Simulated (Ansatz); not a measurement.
**Electron–phonon scattering in W-Zn-Zn-W stack of (100) layers**

The plan: relax W-Zn-Zn-W stack of (100) layers, check its phonons, and, if the lattice is stable, compute its Eliashberg function and ρ(T).

Program: Ansatz 0.2.0. Level of theory: DFT PBE, scalar-relativistic, plane waves, PAW; PAW set soft_1. Results are calculated unless marked as measured.

Report form: the programs' logs are mostly left out.

**1. The starting structure**

The cell holds 4 atoms: 2 W and 2 Zn. Its edges and angles: a = 2.776 Å, b = 2.776 Å, c = 16.889 Å, α = 90.0°, β = 90.0°, γ = 90.0°. Vacuum lies along c.

**2. Relaxing cell and atoms**

Lattice constant and positions set the bands and the force constants, so the cell is relaxed first.

File input.yaml:

```yaml
crystal:
  lattice:
    - [2.77596, 0.0, 0.0]
    - [0.0, 2.77596, 0.0]
    - [0.0, 0.0, 16.8887]
  atoms:
    - { symbol: W, position: [0.0, 0.0, 0.32566162] }
    - { symbol: Zn, position: [0.5, 0.5, 0.44188721] }
    - { symbol: Zn, position: [0.0, 0.0, 0.55811279] }
    - { symbol: W, position: [0.5, 0.5, 0.67433838] }
  periodic: [true, true, false]
kpoints:
  mp_grid: { grid: [10, 10, 1] }
hamiltonian:
  xc: pbe
  pseudopotentials: { kind: paw, azcp: { folder: soft_1 } }
scf:
  occupations: { method: gaussian, width: 0.1 }
output:
  forces: true
  stress: true
  eigenvalues: true
relax:
  adjacent_minimum: "off"
  f_tol: 0.005
  max_steps: 80
  cell: { stress_2d_tol: 0.02 }
```

The run is started by

```sh
ansatz run input.yaml --threads 4 --pin off --max-ram 12288MiB --backend cpu --events-out ev --progress --plain --runs-dir out
```

It took 32 s on 4 threads of Arm Neoverse V1, shared host; peak memory 0.68 GiB; 2 min of CPU time.

Step by step:

```csv
step,energy less that of the first step (eV),largest force component (eV/Å),volume (Å³)
1,0.0000,0.0859,274.16
2,-0.5120,0.5034,247.74
3,-0.5763,0.0370,238.11
4,-0.5877,0.0320,242.34
5,-0.5881,0.0111,241.88
6,-0.5881,0.0015,241.85
7*,-0.5834,0.0016,241.85
```

Relaxation steps marked * repeat the geometry before them on a plane-wave basis chosen anew for their cell, so energy and pressure can jump there.

Forces are held to the 16 operations that the run works with; a distortion that breaks them can't arise in this run.

```csv
cell as run,before,after,change
a (Å),2.776,2.607,-6.1 %
b (Å),2.776,2.607,-6.1 %
```

The atoms that moved most (Å, along periodic axes as changes of fractional coordinates times the final cell, across vacuum about the mean position):

```csv
atom,dx,dy,dz,length
W1,0.000,0.000,-0.218,0.218
W4,0.000,0.000,0.218,0.218
Zn3,0.000,0.000,0.085,0.085
Zn2,0.000,0.000,-0.085,0.085
```

Final coordinates:

```xyz
4
Lattice="2.6073 0.0000 0.0000 0.0000 2.6073 0.0000 0.0000 0.0000 35.5774" Properties=species:S:1:pos:R:3
W     0.0000    0.0000    5.2818
Zn    1.3036    1.3036    7.3781
Zn    0.0000    0.0000    9.5106
W     1.3036    1.3036   11.6069
```

This step gave:

| Property | Result |
| --- | --- |
| metallic on mesh | yes |
| gap on the k-mesh | 0 eV |

The relaxation ends with a largest force component of 0.0016 eV/Å.

**3. Tight relaxation**

Residual forces and stress shift phonon frequencies, so the cell is relaxed again, with tight thresholds and the mesh and smearing of this input.

File input.yaml:

```yaml
crystal:
  lattice:
    - [2.607274834, 0.0, 0.0]
    - [0.0, 2.607274834, 0.0]
    - [0.0, 0.0, 35.5773943932]
  atoms:
    - { symbol: W, position: [0.0, 0.0, 0.1484592473] }
    - { symbol: Zn, position: [0.5, 0.5, 0.2073824487] }
    - { symbol: Zn, position: [0.0, 0.0, 0.2673206679] }
    - { symbol: W, position: [0.5, 0.5, 0.3262438693] }
  periodic: [true, true, false]
kpoints:
  mp_grid: { grid: [12, 12, 1] }
hamiltonian:
  xc: pbe
  pseudopotentials: { kind: paw, azcp: { folder: soft_1 } }
scf:
  occupations: { method: methfessel_paxton, width: 0.2 }
output:
  forces: true
  stress: true
  eigenvalues: true
relax:
  adjacent_minimum: "off"
  f_tol: 0.001
  max_steps: 60
  cell: { stress_2d_tol: 0.002 }
```

Wall time 29 s (4 threads); peak memory 0.68 GiB; 1.9 min of CPU time.

The steps of the relaxation:

```csv
step,energy less that of the first step (eV),largest force component (eV/Å),volume (Å³)
1,0.0000,0.0276,241.85
2,-0.0006,0.0041,240.99
3,-0.0006,0.0019,241.08
4,-0.0006,0.0002,241.09
5,-0.0006,0.0001,241.09
6,-0.0005,0.0001,241.09
```

The log counts 1 steps on a newly chosen plane-wave basis, not all of them marked here; energy and pressure can jump at such steps.

```csv
cell as run,before,after,change
a (Å),2.607,2.603,-0.2 %
b (Å),2.607,2.603,-0.2 %
```

The relaxed structure:

```xyz
4
Lattice="2.6032 0.0000 0.0000 0.0000 2.6032 0.0000 0.0000 0.0000 35.5774" Properties=species:S:1:pos:R:3
W     0.0000    0.0000    5.2787
Zn    1.3016    1.3016    7.3810
Zn    0.0000    0.0000    9.5077
W     1.3016    1.3016   11.6100
```

**4. Phonons by linear response: q 2×2×1, k 6×6×1**

Before any scattering is computed, the phonons show whether the structure is a minimum.

File input.yaml:

```yaml
crystal:
  lattice:
    - [2.603164819, 0.0, 0.0]
    - [0.0, 2.603164819, 0.0]
    - [0.0, 0.0, 35.5773943932]
  atoms:
    - { symbol: W, position: [0.0, 0.0, 0.1483719764] }
    - { symbol: Zn, position: [0.5, 0.5, 0.2074623857] }
    - { symbol: Zn, position: [0.0, 0.0, 0.2672407309] }
    - { symbol: W, position: [0.5, 0.5, 0.3263311402] }
  periodic: [true, true, false]
kpoints:
  mp_grid: { grid: [6, 6, 1] }
hamiltonian:
  xc: pbe
  pseudopotentials: { kind: paw, azcp: { folder: soft_1 } }
scf:
  occupations: { method: methfessel_paxton, width: 0.2 }
output:
  eigenvalues: true
phonons:
  method: dfpt
  qmesh: [2, 2, 1]
  temperatures: { t_max: 1000, t_step: 50 }
  qpath:
    path: [[0.0, 0.0, 0.0], [0.0, 0.5, 0.0], [0.5, 0.5, 0.0], [0.0, 0.0, 0.0]]
    npoints: 10
```

The job ended after 2 min (4 threads; peak memory 0.98 GiB).

This step gave:

- zero point energy: 0.1072 eV/cell
- share of imaginary modes in the plain interpolation between solved wavevectors: 0
- highest frequency, solved or plainly interpolated: 223.8 cm⁻¹

Solved on the 2×2×1 mesh alone; all other wavevectors are interpolated. The phonon branches at the labelled points (cm⁻¹):

```csv
point,branch 1,branch 2,branch 3,branch 4,branch 9,branch 10,branch 11,branch 12
Γ,0,0,0,34,107,107,179,206
halfway,17,35,84,95,168,172,189,195
X,32,32,92,92,196,196,224,224
halfway,137,137,148,148,196,196,214,214
M,155,155,182,182,205,205,209,209
halfway,111,121,129,131,171,172,186,187
Γ,0,0,0,34,107,107,179,206
```

Lowest modes at the softest wavevector of the mesh. The modes at q = (0.500, 0.000, 0.000) (shares of kinetic energy by element, %):

```csv
mode,frequency (cm⁻¹),W %,Zn %
1,31.9,99,1
2,31.9,99,1
3,92.1,1,99
4,92.1,1,99
5,142.3,51,49
6,142.3,51,49
```

Displacements in mode 1 (31.9 cm⁻¹), the largest set to 1, in the home cell:
```
W1   0.00  1.00  0.00
Zn2  0.00  0.00  0.00
Zn3  0.00  0.14  0.00
W4   0.00 -0.01  0.00
```

Displacements in mode 6 (142.3 cm⁻¹), the largest set to 1, in the home cell:
```
W1   0.35  0.00 -0.03
Zn2 -0.01  0.00  1.00
Zn3  0.08  0.00 -0.07
W4  -0.02  0.00  0.50
```

Among the solved wavevectors the lowest mode, translations apart, is 31.9 cm⁻¹, so these are real on this k mesh.

**5. Coupling and resistivity: q 2×2×1, k 6×6×1, scattering 12×12×1**

The cheapest meshes give a first estimate and the cost of a run.

input.yaml, as its differences from that of step 4:

```diff
@@ -27 +27,6 @@
     npoints: 10
+  electrical_resistivity:
+    mesh: [12, 12, 1]
+    temperatures: [20.0, 50.0, 77.0, 100.0, 150.0, 200.0, 300.0, 400.0, 600.0, 800.0]
+  superconductivity: { mesh: [12, 12, 1], eliashberg_equations: false }
+  electron_occupations: "off"
```

The job ended after 2.7 min (4 threads; peak memory 2 GiB).

This step gave:

```yaml
cell_height: 35.58 Å
sheet_resistance_300k: 115.4 Ω/square, mean in the plane
resistivity_at_300_k: 41.06 μΩ cm, mean of the axes, of the whole cell with its vacuum
coupling_constant_lambda: 0.4881
density_of_states_at_the_fermi_level: 1.019 states/eV a spin and cell
log_mean_phonon_energy_omega_log: 8.409 meV
transport_coupling_constant_lambda_tr: 0.4899, 0.4899, 0 (xx, yy, zz)
drude_plasma_energy: 3.603, 3.603, 0 eV (xx, yy, zz), of the whole cell with its vacuum
second_moment_phonon_energy_omega: 14.61 meV
```

Solved on the 2×2×1 mesh alone; all other wavevectors are interpolated. Phonon branches along the path, in cm⁻¹:

(Unchanged from step 4.)

The Eliashberg function α²F has structure finer than the step of the table below, so its rows give means over 1 meV, whole bins alone (the curve runs from 0.108 to 27.6 meV). Peaks (meV: height): α²F 17.7: 0.271, 18.7: 0.636, 24.2: 0.763; α²F tr 17.7: 0.350, 18.7: 0.717, 24.2: 1.25.

Eliashberg function α²F against phonon energy; means over each step:

```csv
phonon energy (meV),α²F,α²F tr
1,0.00536,0.00417
2,0.0178,0.0149
3,0.0472,0.0342
4,0.0758,0.0579
5,0.103,0.0854
6,0.0895,0.0795
7,0.0679,0.0656
8,0.0543,0.0517
9,0.0521,0.0529
10,0.0522,0.0547
11,0.0572,0.0614
12,0.0756,0.0795
13,0.0732,0.0800
14,0.0749,0.0819
15,0.0752,0.0863
16,0.0970,0.115
17,0.151,0.189
18,0.203,0.247
19,0.420,0.476
20,0.222,0.245
21,0.168,0.174
22,0.160,0.163
23,0.134,0.122
24,0.359,0.508
25,0.119,0.112
26,0.0546,0.0481
27,0.0378,0.0395
```

Of the whole cell with its vacuum, so only the sheet resistance is a property of the layer; the means are those of the plane. Resistivity, by row:

```csv
T (K),ρ_xx (μΩ cm),ρ_yy,ρ_zz,"ρ by Ziman's lowest order, mean","ρ by relaxation times, mean",within 2 % of the coarser mesh
20,0.3654,0.3654,-,0.7142,0.6039,no
50,2.599,2.599,-,3.874,3.511,no
77,6.392,6.392,-,8.145,7.658,no
100,10.11,10.11,-,12.07,11.54,no
150,18.14,18.14,-,20.62,19.92,no
200,25.9,25.9,-,29.1,28.11,no
300,41.06,41.06,-,46.07,44.18,no
400,56.03,56.03,-,63.12,60.04,no
600,85.66,85.66,-,97.5,91.3,no
800,115.1,115.1,-,132.3,122.3,no
```

The cell's resistivity over its height. The sheet resistance, along x by temperature:

```csv
temperature (K),"sheet resistance, along x (Ω/square)"
20,1.03
50,7.30
77,18.0
100,28.4
150,51.0
200,72.8
300,115
400,158
600,241
800,323
```

Some points of the scattering mesh along the symmetry lines, up to three branches each (those of largest λ), at most 39 rows; the frequencies are those of the scattering step, which can differ from the solved and plainly interpolated ones; single rows converge slowly. Mode couplings:

```csv
q1,q2,q3,branch,ħω (meV),λ_q,half width (meV)
0,0.3333,0,1,2.8,1.42,0.0357
0,0.3333,0,2,4.41,0.4,0.0249
0,0.3333,0,7,17.98,0.063,0.0652
0.0833,0.5,0,1,7.25,0.143,0.0241
0.0833,0.5,0,7,18.67,0.152,0.169
0.0833,0.5,0,8,18.67,0.152,0.169
0.4167,0.5,0,5,22.7,0.0464,0.0765
0.4167,0.5,0,6,22.7,0.0464,0.0765
0.4167,0.5,0,7,22.91,0.032,0.0538
0.3333,0.3333,0,3,19.63,0.0264,0.0325
0.3333,0.3333,0,4,19.95,0.0329,0.042
0.3333,0.3333,0,6,20.44,0.0323,0.0432
```

The Eliashberg function α²F has structure finer than the step of the table below, so its rows give means over 1 meV, whole bins alone (the curve runs from 0.108 to 27.6 meV). Peaks (meV: height): α²F 17.7: 0.271, 18.7: 0.636, 24.2: 0.763; W 18.7: 0.428, 24.2: 0.543; Zn 17.7: 0.133, 18.7: 0.208, 24.2: 0.221, 25.3: 0.104.

The Eliashberg function α²F by phonon energy; means over each step:

```csv
phonon energy (meV),α²F,W,Zn
1,0.00536,0.00404,0.00133
2,0.0178,0.0140,0.00384
3,0.0472,0.0397,0.00752
4,0.0758,0.0669,0.00889
5,0.103,0.0942,0.00876
6,0.0895,0.0825,0.00697
7,0.0679,0.0628,0.00501
8,0.0543,0.0496,0.00469
9,0.0521,0.0476,0.00455
10,0.0522,0.0471,0.00504
11,0.0572,0.0486,0.00857
12,0.0756,0.0545,0.0211
13,0.0732,0.0502,0.0230
14,0.0749,0.0471,0.0278
15,0.0752,0.0468,0.0284
16,0.0970,0.0593,0.0376
17,0.151,0.0849,0.0657
18,0.203,0.109,0.0937
19,0.420,0.285,0.135
20,0.222,0.165,0.0574
21,0.168,0.116,0.0519
22,0.160,0.101,0.0591
23,0.134,0.0884,0.0455
24,0.359,0.240,0.120
25,0.119,0.0379,0.0812
26,0.0546,0.00754,0.0471
27,0.0378,0.00347,0.0343
```

λ by element:

```csv
share in the modes' patterns,λ
W,0.3648
Zn,0.1233
```

λ by pair of elements:

```csv
motions of the sites of,λ
W-W,0.4769
W-Zn,-0.04372
Zn-Zn,0.05496
```

Largest shares of lambda; single rows converge slowly. Strongest modes:

```csv
q1,q2,q3,star,branch,ħω (meV),λ_q,half width (meV)
0,0.3333,0,4,1,2.801,1.421,0.0357
0,0.08333,0,4,1,0.6854,0.814,0.001224
0,0.25,0,4,1,2.096,0.7841,0.01103
0,0.1667,0,4,1,1.384,0.6552,0.004017
0.08333,0.3333,0,8,1,6.614,0.249,0.03487
0.08333,0.3333,0,8,2,7.364,0.2001,0.03475
0,0.3333,0,4,2,4.409,0.4002,0.02491
0.08333,0.4167,0,8,1,6.955,0.1928,0.02986
```

300 K. The cumulative share of the conductivity, along x by mean free path:

```csv
mean free path (nm),"cumulative share of the conductivity, along x"
2.00,0.00259
2.24,0.00392
2.51,0.00595
2.82,0.00938
3.16,0.0228
3.55,0.0713
3.98,0.149
4.47,0.235
5.01,0.260
5.62,0.297
6.31,0.382
7.08,0.429
7.94,0.53
8.91,0.658
10,0.810
11.2,0.869
12.6,0.946
```

Resistivity by mesh:

```csv
mesh,T (K),mean rho (μΩ cm)
12x12x1,20,0.3654
12x12x1,300,41.06
12x12x1,800,115.1
6x6x1,20,0.4097
6x6x1,300,44.89
6x6x1,800,124.5
3x3x1,20,1.149
3x3x1,300,51.87
3x3x1,800,139.3
```

The modes has structure finer than the step of the table below, so its rows give means over 5 cm⁻¹, whole bins alone (the curve runs from -10 to 240 cm⁻¹). Peaks (cm⁻¹: height): W 64.0: 0.0403, 86.1: 0.0413, 105.0: 0.0465, 131.7: 0.0443, 150.6: 0.0758, 164.8: 0.0473, 194.7: 0.0755; Zn 95.5: 0.0461, 105.0: 0.0552, 131.7: 0.0465, 152.2: 0.0935, 164.8: 0.0433, 182.1: 0.0633, 193.1: 0.0722.

Phonopy on the run's constants, 21x21x1 mesh, Gaussian sigma 2.0 cm⁻¹. Table of modes by wavenumber; means over each step; values in 1/cm⁻¹/cell:

```csv
wavenumber (cm⁻¹),W,Zn
-5,1.3e-4,4.9e-5
0,0.00131,4.6e-4
5,0.00209,7.0e-4
10,0.00232,6.9e-4
15,0.00333,9.0e-4
20,0.00363,8.0e-4
25,0.00696,0.00157
30,0.0181,0.00384
35,0.0238,0.00317
40,0.0196,0.00185
45,0.0259,0.00249
50,0.00740,0.00191
55,0.0160,0.00423
60,0.0252,0.00355
65,0.0333,0.00428
70,0.00914,0.00219
75,0.00935,0.00355
80,0.0243,0.00567
85,0.0396,0.00758
90,0.0210,0.0112
95,0.0140,0.0387
100,0.0209,0.0352
105,0.0418,0.0483
110,0.0353,0.0299
115,0.0223,0.0338
120,0.0251,0.0377
125,0.0370,0.0228
130,0.0399,0.0376
135,0.0353,0.0402
140,0.0379,0.0355
145,0.0455,0.0496
150,0.0684,0.0820
155,0.0534,0.0583
160,0.0389,0.0284
165,0.0425,0.0394
170,0.0329,0.0261
175,0.0370,0.0304
180,0.0493,0.0505
185,0.0540,0.0540
190,0.0555,0.0589
195,0.0655,0.0665
200,0.0260,0.0550
205,0.0141,0.0575
210,0.00728,0.0481
215,0.00385,0.0348
220,0.00284,0.0295
225,9.3e-4,0.0102
230,2.6e-5,2.8e-4
235,0,0
```

No LO-TO term; unit eigenvectors of the mass-weighted matrix. Modes at Γ, with each element's share of the kinetic energy:

```csv
mode,frequency (cm⁻¹),symmetry,W %,Zn %
1,0.0,unnamed,74,26
2,0.0,unnamed,74,26
3,0.0,unnamed,74,26
4,33.8,Eg,84,16
5,33.8,Eg,84,16
6,60.4,A1g,87,13
7,98.4,Eu,26,74
8,98.4,Eu,26,74
9,107.3,Eg,16,84
10,107.3,Eg,16,84
11,179.2,A2u,26,74
12,205.6,A1g,13,87
```

Displacements in mode 4 (33.8 cm⁻¹), the largest set to 1:
```
W1   0.00 -1.00  0.00
Zn2  0.00 -0.74  0.00
Zn3  0.00  0.74  0.00
W4   0.00  1.00  0.00
```

Displacements in mode 12 (205.6 cm⁻¹), the largest set to 1:
```
W1   0.00  0.00  0.23
Zn2  0.00  0.00 -1.00
Zn3  0.00  0.00  1.00
W4   0.00  0.00 -0.23
```

Some states were left unconverged by the eigensolver. By its own test the run is not converged in the mesh. λ = 0.488 and 115 Ω per square at 300 K. The run's own test puts 9 % between its two finest meshes on the component of the resistivity at 300 K that moves most, so it is not converged. By the run's own test λ moves by 42 % between its two finest scattering meshes.

**6. Electron–phonon run: q 3×3×1, k 9×9×1, scattering 12×12×1**

The next rung changes the q mesh, which sets the reach of the force constants and couplings; the k mesh of the density and its response.

input.yaml, as its differences from that of step 5:

```diff
@@ -12,3 +12,3 @@
 kpoints:
-  mp_grid: { grid: [6, 6, 1] }
+  mp_grid: { grid: [9, 9, 1] }
 hamiltonian:
@@ -22,3 +22,3 @@
   method: dfpt
-  qmesh: [2, 2, 1]
+  qmesh: [3, 3, 1]
   temperatures: { t_max: 1000, t_step: 50 }
@@ -30,3 +30,2 @@
     temperatures: [20.0, 50.0, 77.0, 100.0, 150.0, 200.0, 300.0, 400.0, 600.0, 800.0]
-  superconductivity: { mesh: [12, 12, 1], eliashberg_equations: false }
-  electron_occupations: "off"
+  superconductivity: { mesh: [12, 12, 1] }
```

Elapsed: 6.1 min, on 4 threads; peak memory 1.9 GiB.

The run ended with an error.

The program's message: “electrical resistivity: the mode of lowest frequency at the wavevector [0.0000, -0.5000, 0.0000] is imaginary, -67.89 cm⁻¹ (written negative): the force constants describe an unstable lattice; relax t …”

The run stops because a mode is imaginary on the scattering mesh, where no scattering rate is defined; denser k meshes, other smearings and, between solved wavevectors, finer q meshes show whether the instability is real.

**7. What came out**

| Quantity | Value |
| --- | --- |
| run | PBE, q 2×2×1, k 6×6×1, scattering 12×12×1 |
| coupling constant λ | 0.488 |
| log mean phonon energy ħω_log | 8.41 meV |
| states at the Fermi level | 1.02 states/eV/spin/cell |
| sheet resistance at 300 K | 115 Ω per square |
| change between its two finest scattering meshes | λ 42 %, resistivity at 300 K 9 % |
| time of that run | 2.7 min |

On the last rung that gave a resistivity at the base settings (q 2×2×1, k 6×6×1, scattering 12×12×1), W-Zn-Zn-W stack of (100) layers has λ = 0.49 and a phonon-limited sheet resistance of 115 Ω per square at 300 K. The coupling constant from the curve is λ = 0.49; modes below 12.2 meV give half. The coupling is moderate (λ = 0.49), so phonons raise the electrons' mass at the Fermi surface by about 49 %, if this value holds on finer meshes. A run on finer meshes found an imaginary mode, so the lattice is likely unstable and these couplings and resistivities describe no stable crystal. By the run's own test λ moves by 42 % between the two scattering meshes. Values of ρ(T) under 50 K rest on the softest modes, mostly interpolated ones, and are the least sure of the table. The high-temperature form ρ = 2π k_B T λ_tr/(ħ ε₀ ω_p²) gives 45.6 μΩ cm along x at 300 K, against 41.1 from the Boltzmann equation; with λ this far from converged in the mesh, the gap between them says little. By their share in the modes' patterns, W atoms take 75 % of λ. The three lowest branches give 55 % of λ. By the run's own test, which takes the component that moves most, the resistivity at 300 K moves by 9 % between its two finest scattering meshes, so it is not converged. Only scattering by harmonic phonons counts; impurities, grain boundaries and thermal expansion are left out. The resistivity belongs to the whole cell, vacuum included; the sheet resistance is the quantity that does not depend on the vacuum. Spin–orbit coupling, left out here, matters for W. The c of the given cell is the typed one; the program laid its own vacuum and ran the layer in a cell 35.6 Å high. The structure was built by hand as an ordered model, and its stability against other phases was not tested.

[Logs are printed without paths, hosts, clocks, repeated set-up lines and the standing remarks that a program may print on its own settings, such as how far it seeks lower states.]

[Hosts, paths, dates, database ids (printed as entryN), source tags and the programs' standing remarks are cut or masked in the printed files.]
